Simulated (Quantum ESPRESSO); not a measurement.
# Mn3InC: energy against a fixed spin moment

Wanted: E(M) for Mn3InC from a parallel start.

Method: PBEsol; plane waves with GBRV 1.5 PBEsol potentials, no spin-orbit coupling, in Quantum ESPRESSO 7.5.

Report form: the programs' logs are mostly left out.

### Step 1. The structure

It takes space group Pm-3m (No. 221, cubic). Conventional cell: a = 3.949 Å, b = 3.949 Å, c = 3.949 Å, α = 90.00°, β = 90.00°, γ = 90.00°. Nearest to Mn lie 2 C at 1.97 Å and 8 Mn at 2.79 Å and 4 In at 2.79 Å. Nearest to In lie 12 Mn at 2.79 Å. Nearest to C lie 6 Mn at 1.97 Å. Farther neighbours are not listed.

The cell comes from Materials Project 2023-11-01, a database of computed structures, and need not be the stable phase.

### Step 2. No moment imposed

Contents of pw.in:

```
&CONTROL
  calculation = 'scf'
  prefix = 'pwscf'
  outdir = './tmp'
  pseudo_dir = './pseudo'
  disk_io = 'nowf'
/
&SYSTEM
  ibrav = 0
  nat = 5
  ntyp = 3
  ecutwfc = 40
  ecutrho = 280
  nbnd = 46
  occupations = 'smearing'
  smearing = 'fd'
  degauss = 0.00734986
  nspin = 2
  starting_magnetization(1) = 0.2333
  starting_magnetization(2) = 0
  starting_magnetization(3) = 0
/
&ELECTRONS
  conv_thr = 1d-08
  electron_maxstep = 150
  mixing_beta = 0.3
/
ATOMIC_SPECIES
Mn     54.9380 mn_pbesol_v1.5.uspp.F.UPF
In    114.8180 in_pbesol_v1.4.uspp.F.UPF
C      12.0110 c_pbesol_v1.2.uspp.F.UPF
CELL_PARAMETERS angstrom
   3.9486650000    0.0000000000    0.0000000000
   0.0000000000    3.9486650000    0.0000000000
   0.0000000000    0.0000000000    3.9486650000
ATOMIC_POSITIONS crystal
Mn      0.5000000000    0.0000000000    0.0000000000
Mn      0.0000000000    0.0000000000    0.5000000000
Mn      0.0000000000    0.5000000000    0.0000000000
In      0.5000000000    0.5000000000    0.5000000000
C       0.0000000000    0.0000000000    0.0000000000
K_POINTS automatic
8 8 8 0 0 0
```

Started as:

```console
$ OMP_NUM_THREADS=1 mpirun -n 2 pw.x -nk 2 -in pw.in > pw.out
```

Elapsed: 55 s, on 2 MPI ranks of AMD EPYC 7R32 (Zen 2), shared host; peak memory 0.3 GiB; 1.8 min of CPU time.

Spin moment in the atom's sphere by atom:

```tsv
atom	spin moment in the atom's sphere (μB)
Mn1	1.82
Mn2	1.82
Mn3	1.82
In4	-0.08
C5	-0.17
```

This step gave:

| Quantity | Value |
| --- | --- |
| smearing term TS | 0.1689 eV |
| magnetization | 5.932 μB |
| absolute magnetization | 6.649 μB |
| final state | ferromagnetic |

### Step 3. Moment fixed at 0 μB

The two spin channels are filled to separate Fermi energies, so that the total moment meets the target. Half of the up one less the down one is the slope dE/dM.

Edit pw.in of step 2 so:

```diff
@@ -13,3 +13,3 @@
   ecutrho = 280
-  nbnd = 46
+  nbnd = 45
   occupations = 'smearing'
@@ -18,5 +18,6 @@
   nspin = 2
-  starting_magnetization(1) = 0.2333
+  starting_magnetization(1) = 0.0117
   starting_magnetization(2) = 0
   starting_magnetization(3) = 0
+  tot_magnetization = 0
 /
```

The job ended after 44 s (2 MPI ranks; peak memory 0.35 GiB).

Numbers from this step:

```yaml
magnetization: 0 μB
absolute_magnetization: 0 μB
half_the_difference_of_the_two_fermi_energies: -0.1 meV
largest_moment: 0 μB
```

### Step 4. Moment fixed at 1.001 μB

Edit pw.in of step 3 so:

```diff
@@ -13,3 +13,3 @@
   ecutrho = 280
-  nbnd = 45
+  nbnd = 46
   occupations = 'smearing'
@@ -18,6 +18,6 @@
   nspin = 2
-  starting_magnetization(1) = 0.0117
+  starting_magnetization(1) = 0.0222
   starting_magnetization(2) = 0
   starting_magnetization(3) = 0
-  tot_magnetization = 0
+  tot_magnetization = 1.001
 /
```

Wall time 52 s (2 MPI ranks); peak memory 0.34 GiB; 1.7 min of CPU time.

Spin moment in the atom's sphere by atom:

```tsv
atom	spin moment in the atom's sphere (μB)
Mn1	0.324
Mn2	0.324
Mn3	0.324
In4	-0.023
C5	-0.032
```

Numbers from this step:

```
magnetization                                 : 1.001 μB
absolute magnetization                        : 1.213 μB
half the difference of the two Fermi energies : -124.2 meV
```

### Step 5. Moment fixed at 2.002 μB

Edit pw.in of step 4 so:

```diff
@@ -18,6 +18,6 @@
   nspin = 2
-  starting_magnetization(1) = 0.0222
+  starting_magnetization(1) = 0.0445
   starting_magnetization(2) = 0
   starting_magnetization(3) = 0
-  tot_magnetization = 1.001
+  tot_magnetization = 2.002
 /
```

Run time: 44 s. Hardware: 2 MPI ranks; peak memory 0.35 GiB.

Read from the output:

| Item | Value |
| --- | --- |
| magnetization | 2.002 μB |
| absolute magnetization | 2.329 μB |
| half the difference of the two Fermi energies | -166.6 meV |
| largest moment | 0.6351 μB |

### Step 6. E(M)

The runs not shown differ in the target, the start and the number of states alone. The point at 5.93 μB is the free run, entered with slope zero.

Table of energy over the lowest by total spin moment:

```tsv
total spin moment (μB a cell)	energy over the lowest (meV a cell)
0.00	654
1.00	583
2.00	434
3.00	262
4.00	113
5.00	30.1
5.93	0
6.01	0.299
7.01	58.3
8.01	179
```

The dE/dM by total spin moment:

```tsv
total spin moment (μB a cell)	dE/dM (meV/μB)
0.00	-0.129
1.00	-124
2.00	-167
3.00	-170
4.00	-117
5.00	-55.4
5.93	0
6.01	8.21
7.01	93.1
8.01	155
```

Table of largest site moment by total spin moment:

```tsv
total spin moment (μB a cell)	largest site moment (μB)
0.00	1.3e-5
1.00	0.324
2.00	0.635
3.00	0.940
4.00	1.24
5.00	1.54
5.93	1.82
6.01	1.84
7.01	2.12
8.01	2.39
```

### Step 7. Summary of results

* moment of the free run: 5.93 μB a cell
* energy at zero total moment: 654 meV a cell over the lowest
* ΔE/ΔM² from the lowest point to 7.01 and to 5.00 μB: 50 and 35 meV/μB²

**Reading.** At zero total moment the site moments vanish, so the 654 meV a cell is the energy of forming them. The points show one minimum alone. All runs start parallel; opposed orders may lie lower. Energies are free energies at an electronic temperature of 1160 K, which lowers moments and differences where the moments are itinerant.

[Logs and program files are shortened in this print: banners, set-up blocks, solver, clock and traceback lines can be left out without a mark of their own.]

[Logs are printed without paths, hosts, clocks, repeated set-up lines and the standing remarks that a program may print on its own settings, such as how far it seeks lower states.]

[Hosts, paths, dates, database ids (printed as entryN), source tags and the programs' standing remarks are cut or masked in the printed files.]

[Where a cell is said to come from a database of computed structures, the database is the Materials Project.]
